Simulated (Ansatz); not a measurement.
# BeAsPt (built on the BaAsPd structure): following an unstable mode, part 2 of 2

Which phase does BeAsPt (built on the BaAsPd structure) fall into along its unstable mode, and how much energy does it gain?

Ansatz 0.2.0; DFT PBEsol, scalar-relativistic, plane waves, norm-conserving pseudopotentials.

So far. Step 4 (The mode frozen in, largest atomic shift 0.32 Å): The run ends at a pressure of 2.49 GPa, with forces up to 0.65 eV/Å. Step 5 (Energy along the mode, all amplitudes (two of the runs …): The lowest step is at 0.32 Å, 45.2 meV/atom below the parent, and the energy rises beyond it. The relaxed cell has a, b, c = 3.488, 5.530, 9.179 Å (conventional setting).

The structure was built from a prototype and need not be the compound's stable phase.

## Step 7: The new phase in its own primitive cell (continued)

Relaxation path:

```
step  energy less that of the first step (eV)  largest force component (eV/Å)  pressure (GPa)  volume (Å³)
   1                                   0.0000                          0.0105            0.01        88.50
   2                                  -0.0001                          0.0093            0.03        88.49
   3                                  -0.0002                          0.0060            0.00        88.52
   4                                  -0.0002                          0.0052            0.01        88.53
   5                                  -0.0002                          0.0010            0.00        88.53
  6*                                  -0.0002                          0.0009            0.00        88.53
```

Relaxation steps marked * repeat the geometry before them on a plane-wave basis chosen anew for their cell, so energy and pressure can jump there.

The run keeps the 4 symmetry operations that the program found, so distortions that break them were not tested.

```
conventional cell, symmetrised  before  after  change
                         a (Å)   3.485  3.488  +0.1 %
                         b (Å)   5.535  5.530  -0.1 %
                         c (Å)   9.176  9.179  +0.0 %
              volume (Å³/atom)   14.75  14.76  +0.0 %
```

The relaxed structure:

```xyz
6
Lattice="-1.7442 2.7649 4.5897 1.7442 -2.7649 4.5897 1.7442 2.7649 -4.5897" Properties=species:S:1:pos:R:3 pbc="T T T"
Be    1.7442    0.0000    4.2289
Be    0.0000    0.0000    8.7363
As    1.7442    1.2347    1.5130
As    0.0000    1.5302    6.1027
Pt    0.0000    1.3725    3.4785
Pt    1.7442    1.3924   -1.1111
```

Numbers from this step:

* pressure: -3.54e-4 GPa
* volume per atom: 14.76 Å³

The largest force component left is 0.95 meV/Å and the pressure is 0.000 GPa, within the tolerances set. The cell now holds 14.76 Å³/atom.

## Step 8: Modes of the new phase, k-mesh 12×12×12

A relaxed structure may still be a saddle point, so its zone-centre modes are computed. No field response is asked, since the mesh shows no gap.

Input file input.yaml:

```yaml
crystal:
  lattice:
    - [-1.7441806789, 2.7648649032, 4.5896548951]
    - [1.7441806789, -2.7648649032, 4.5896548951]
    - [1.7441806789, 2.7648649032, -4.5896548951]
  atoms:
    - { symbol: Be, position: [0.4607005561, 0.9607005561, 0.5] }
    - { symbol: Be, position: [0.951733603, 0.951733603, 0.0] }
    - { symbol: As, position: [0.3881115058, 0.6648276798, 0.7232838259] }
    - { symbol: As, position: [0.9415438539, 0.6648276798, 0.2767161741] }
    - { symbol: Pt, position: [0.6271547075, 0.3789552406, 0.2481994669] }
    - { symbol: Pt, position: [0.1307557737, 0.3789552406, 0.7518005331] }
kpoints:
  mp_grid: { grid: [12, 12, 12] }
hamiltonian:
  xc: pbesol
  pseudopotentials: { kind: nc }
scf:
  occupations: { method: methfessel_paxton, width: 0.2 }
output:
  eigenvalues: true
phonons:
  method: dfpt
```

Started as:

```sh
> ansatz run input.yaml --threads 8 --pin off --max-ram 14336MiB --backend cpu --events-out ev --progress --plain --runs-dir out
```

It took 18 min on 8 threads of AMD EPYC 9R45, shared host; peak memory 8.9 GiB.

Numbers from this step:

```
sum-rule residual before enforcement                    : 1.26e-4 eV/Å²
point group                                             : mm2
highest optical mode at the zone centre (no LO-TO term) : 494.8 cm⁻¹
lowest optical zone-centre mode                         : 53.44 cm⁻¹
```

Patterns of degenerate modes are one choice out of their space. Modes at Γ, with each element's share of the kinetic energy:

```
mode  frequency (cm⁻¹)  symmetry  Be %  As %  Pt %
   1               0.0  acoustic     3    27    70
   2               0.0  acoustic     3    27    70
   3               0.0  acoustic     3    27    70
   4              53.4        B2     3    53    44
   5              85.2        B1     1    73    26
   6              85.7        A2     0    24    76
   7             101.9        B2     3    27    70
   8             123.6        A2     0    76    24
   9             139.2        B2     0    92     8
  10             140.7        A1    45     3    51
  11             173.2        A1     1    71    28
  12             199.2        A1     1    95     4
  13             224.3        A1    54     2    44
  14             275.6        A1    96     1     3
  15             321.1        B2    94     0     5
  16             407.1        B2    96     1     3
  17             452.1        B1    97     0     3
  18             494.8        B1    99     0     1
```

Displacements in mode 4 (53.4 cm⁻¹), the largest set to 1:
```
Be1  0.00 -0.95  0.00
Be2  0.00 -0.13  0.00
As3  0.00  1.00  0.13
As4  0.00  1.00 -0.13
Pt5  0.00 -0.36  0.45
Pt6  0.00 -0.36 -0.45
```

Displacements in mode 12 (199.2 cm⁻¹), the largest set to 1:
```
Be1  0.00  0.00  0.24
Be2  0.00  0.00  0.28
As3  0.00  1.00 -0.10
As4  0.00 -1.00 -0.10
Pt5  0.00 -0.13  0.03
Pt6  0.00  0.13  0.03
```

Before it was imposed, the acoustic sum rule was missed by 1.3e-4 eV/Å². Small misses are needed for a sound result but don't prove that mesh and cutoff are converged. The lowest optical mode is real, 53.4 cm⁻¹.

## Step 9: Summary of results

```json
{
  "unstable mode of the parent": "q = (0, -0.5, -0.5), 226i cm⁻¹",
  "depth at the lowest point sampled": "45.2 meV/atom",
  "largest atomic shift at that point": "0.32 Å",
  "space group reached": "Imm2",
  "energy gained over the parent (first relaxation, on the mesh of the frozen mode)": "257 meV/atom",
  "volume per atom, phase reached": "14.8 Å³",
  "lowest optical zone-centre mode, phase reached": "53.4 cm⁻¹",
  "highest optical mode at the zone centre (no LO-TO term), phase reached": "495 cm⁻¹"
}
```

Along this mode the structure falls into Imm2, 257 meV/atom below the parent. At the parent's cell the well is 45.25 meV/atom deep on the steps tried, with its lowest point at a shift of 0.32 Å. Relaxing atoms and cell changes the gain by +212.12 meV/atom against the lowest step (energies at zero smearing). Most of the total comes from this relaxation. The new phase has no imaginary mode at the zone centre of its cell; other wavevectors were not checked. Of the 2 patterns followed from this parent, this one reaches the lowest energy. Each path keeps the symmetry of its pattern, so a lower phase may lie along a pattern not tried. The q mesh stands for a supercell only 5.5 Å across, so branches between the solved wavevectors are rough. With no gap, or one that is small against the smearing, the frequencies hang on the k mesh and the smearing, most of all near Kohn anomalies. The phonon runs are without spin polarisation, although the cell has an odd electron count. Spin-orbit coupling is left out, which can matter for the heavy elements here. The starting cell was built on a prototype and not taken from a measurement, so the phase need not exist.

[Long decimals in the printed logs are rounded to 6 places.]

[Logs are printed without paths, hosts, clocks, repeated set-up lines and the standing remarks that a program may print on its own settings, such as how far it seeks lower states.]

[Hosts, paths, dates, database ids (printed as entryN), source tags and the programs' standing remarks are cut or masked in the printed files.]

[Where the starting crystal was built by hand or by swapping elements, it need not be the compound's stable phase.]
